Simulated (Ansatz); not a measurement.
# ReS2 (1H sheet): how robust is the cRPA U?, part 2 of 2

Aim: hold the target of a cRPA run on ReS2 (1H sheet) and move one thing at a time.

Ansatz 0.2.0; constrained RPA on LDA, plane waves, PAW.

So far. Step 3 (Changed: 9×9×1 mesh): On the Re d shell, screening brings the on-site interaction from 12.9 eV down to U = 5.74 eV. Step 5 (Changed: accuracy low): On the Re d shell, screening brings the on-site interaction from 12.9 eV down to U = 5.69 eV.

**7. Changed: potentials**

Contents of input.yaml:

```yaml
crystal:
  lattice:
    - [-2.58324544, 1.49143745, 0.0]
    - [0.0, -2.9828749, 0.0]
    - [0.0, 0.0, 30.26341314]
  atoms:
    - { symbol: Re, position: [0.0, 0.0, 0.3124002101] }
    - { symbol: S, position: [0.3333333333, 0.6666666667, 0.367290265] }
    - { symbol: S, position: [0.3333333333, 0.6666666667, 0.2575101552] }
  periodic: [true, true, false]
kpoints:
  mp_grid: { grid: [12, 12, 1] }
hamiltonian:
  xc: lda
  pseudopotentials: { kind: paw, source: ansatz }
scf:
  occupations: { method: gaussian, width: 0.08 }
  n_extra_bands: 19
  max_iter: 150
  lower_state_search: "off"
output:
  crpa:
    kmesh: [6, 6, 1]
    target_bands: [v8, c3]
    projections: [{ species: Re, l: d, shell: 5 }, { species: S, l: p, shell: 3 }]
```

The run is started by

```sh
$ ansatz run input.yaml --threads 4 --pin off --max-ram 14745MiB --backend cpu --events-out ev --progress --plain --runs-dir out
```

Numbers of over 12 decimals in the logs are rounded to 6 here.

The log of the run:

```text
[...]
Crystal: 3 atoms, lattice volume = 233.195 Å³
Basis set: ecut = 560 eV, 6957 PW (Γ)
Bands: 40, of which v1, the nominal top of the filled ones, is band 21 counted from 1 (20 counted from 0)
Symmetry: 12 space group operations
[...]
k-points: 19 of 144 (time reversal used)
[...]
iter 1 solved again at ethr=2.15e-3 eV; its pass at ethr=3.10e-3 eV (dr2=8.80e-1 eV) is discarded
[...]
screened: U = 6.1586 eV, U' = 5.2605 eV, J = 0.4686 eV
      screened, to within: U = 1.8e-2 eV, U' = 1.8e-2 eV, J = 1.4e-3 eV
      bare: V = 12.4200 eV, V' = 11.0666 eV, J = 0.7102 eV
    Site 2, 3P, 3 of 3 p orbitals (Wannier functions 9, 10, 11; wannier90's mr 1, 2, 3):
      screened: U = 6.1586 eV, U' = 5.2605 eV, J = 0.4686 eV
      screened, to within: U = 1.8e-2 eV, U' = 1.8e-2 eV, J = 1.4e-3 eV
      bare: V = 12.4200 eV, V' = 11.0666 eV, J = 0.7102 eV
[...]
[key lines of the parts left out:]
SCF converged after 8 iterations
Free energy (F): -20515.030527 eV
Fermi energy:    -4.552899 eV
```

The job ended after 14 min (4 threads of Arm Neoverse V1, shared host; peak memory 2.5 GiB; 56 min of CPU time).

This step gave:

- U: 5.719 eV
- U prime (inter-orbital): 5.011 eV
- J: 0.3750 eV
- bare V: 12.89 eV
- bare J: 0.5047 eV
- stated bound on U: 0.01391 eV
- U over bare V: 0.4437
- electrons in the window: 15.00
- head of the constrained inverse dielectric matrix: 0.7816
- least eigenvalue of the projection's overlap: 0.5917
- target functions: 11
- bands in the sums: 48
- width of the target bands: 12.41 eV
- weight of the projected orbitals in the window: 0.9237

On the Re d shell, screening brings the on-site interaction from 12.9 eV down to U = 5.72 eV.

**8. Changed: strain -1.5%**

The cell differs from the one that the last finished run ended in (a 2.983 → 2.938 Å, b 2.983 → 2.938 Å).

input.yaml: that of step 7 with these lines changed.

```diff
@@ -2,4 +2,4 @@
   lattice:
-    - [-2.58324544, 1.49143745, 0.0]
-    - [0.0, -2.9828749, 0.0]
+    - [-2.5444967584, 1.4690658882, 0.0]
+    - [0.0, -2.9381317765, 0.0]
     - [0.0, 0.0, 30.26341314]
@@ -14,3 +14,2 @@
   xc: lda
-  pseudopotentials: { kind: paw, source: ansatz }
 scf:
@@ -25 +24,6 @@
     projections: [{ species: Re, l: d, shell: 5 }, { species: S, l: p, shell: 3 }]
+  local_orbitals:
+    kmesh: [12, 12, 1]
+    orbitals: [{ species: Re, l: d, shell: 5 }, { species: S, l: p, shell: 3 }]
+    window: { bands: [v8, c3] }
+    seedname: lo
```

The log of the run:

```text
[...]
Crystal: 3 atoms, lattice volume = 226.251 Å³
Basis set: ecut = 420 eV, 4361 PW (Γ)
Bands: 33, of which v1, the nominal top of the filled ones, is band 14 counted from 1 (13 counted from 0)
Symmetry: 12 space group operations
[...]
k-points: 19 of 144 (time reversal used)
[...]
screened: U = 6.1450 eV, U' = 5.2445 eV, J = 0.4714 eV
      screened, to within: U = 1.4e-2 eV, U' = 1.4e-2 eV, J = 7.1e-4 eV
      bare: V = 12.4439 eV, V' = 11.0863 eV, J = 0.7153 eV
    Site 2, 3P, 3 of 3 p orbitals (Wannier functions 9, 10, 11; wannier90's mr 1, 2, 3):
      screened: U = 6.1450 eV, U' = 5.2445 eV, J = 0.4714 eV
      screened, to within: U = 1.4e-2 eV, U' = 1.4e-2 eV, J = 7.1e-4 eV
      bare: V = 12.4439 eV, V' = 11.0863 eV, J = 0.7153 eV
[...]
[key lines of the parts left out:]
SCF converged after 6 iterations
Free energy (F): -12347.616911 eV
Fermi energy:    -4.515172 eV
```

Wall time 5.7 min (4 threads); peak memory 1.8 GiB; 22 min of CPU time.

Numbers from this step:

```
U                                                 : 5.653 eV
U prime (inter-orbital)                           : 4.952 eV
J                                                 : 0.3707 eV
bare V                                            : 12.81 eV
bare J                                            : 0.5004 eV
stated bound on U                                 : 0.01431 eV
U over bare V                                     : 0.4412
electrons in the window                           : 15
head of the constrained inverse dielectric matrix : 0.7774
least eigenvalue of the projection's overlap      : 0.5827
target functions                                  : 11
bands in the sums                                 : 34
r.m.s. miss of the model bands                    : 0.001314 eV
width of the target bands                         : 12.88 eV
weight of the projected orbitals in the window    : 0.9194
```

On the Re d shell, screening brings the on-site interaction from 12.8 eV down to U = 5.65 eV.

**9. Side by side**

Times are wall times on 4 threads of Arm Neoverse V1, shared host, good to a factor of about two.

| run | bare V (eV) | U (eV) | J (eV) | bound on U (eV) | width (eV) | time |
| --- | --- | --- | --- | --- | --- | --- |
| target window | 12.89 | 5.728 | 0.375 | 0.0147 | 12.40 | 5.6 min |
| 9×9×1 mesh | 12.87 | 5.741 | 0.375 | 0.0137 | 12.40 | 23 min |
| accuracy low | 12.89 | 5.689 | 0.373 | 0.2075 | 12.40 | 2.8 min |
| potentials | 12.89 | 5.719 | 0.375 | 0.0139 | 12.41 | 14 min |
| strain -1.5% | 12.81 | 5.653 | 0.371 | 0.0143 | 12.88 | 5.7 min |

**10. What came out**

```
target window : U 5.73 eV, J 0.37 eV
9×9×1 mesh    : U 5.74 eV, J 0.37 eV
accuracy low  : U 5.69 eV, J 0.37 eV
potentials    : U 5.72 eV, J 0.37 eV
strain -1.5%  : U 5.65 eV, J 0.37 eV
```

What this shows: 9×9×1 mesh moves U by +0.01 eV (within the solver's bounds, for the mean over orbitals) at 4.1 times the time. Accuracy low moves U by −0.04 eV (within the solver's bounds, for the mean over orbitals) at 0.50 times the time. Potentials moves U by −0.01 eV (within the solver's bounds, for the mean over orbitals) at 2.6 times the time. Strain -1.5% moves U by −0.08 eV. The printed bound covers the solver alone, not the mesh. The parent state is non-magnetic and the interaction static (zero frequency); U depends on the window and the orbitals, so it belongs to this model alone. Spin-orbit coupling, which is strong for atoms this heavy, is left out. A window that holds the anion p bands defines a model with explicit ligands; its U belongs to that model and is not the U of DFT+U.

[Paths, hosts, dates, memory and timing lines, banners, echoed tables and standing remarks are left out of the program output.]

[Logs are printed without paths, hosts, clocks, repeated set-up lines and the standing remarks that a program may print on its own settings, such as how far it seeks lower states.]

[Runs of the session that timed out or met a known fault of the program may be left out.]

[Hosts, paths, dates, database ids (printed as entryN), source tags and the programs' standing remarks are cut or masked in the printed files.]
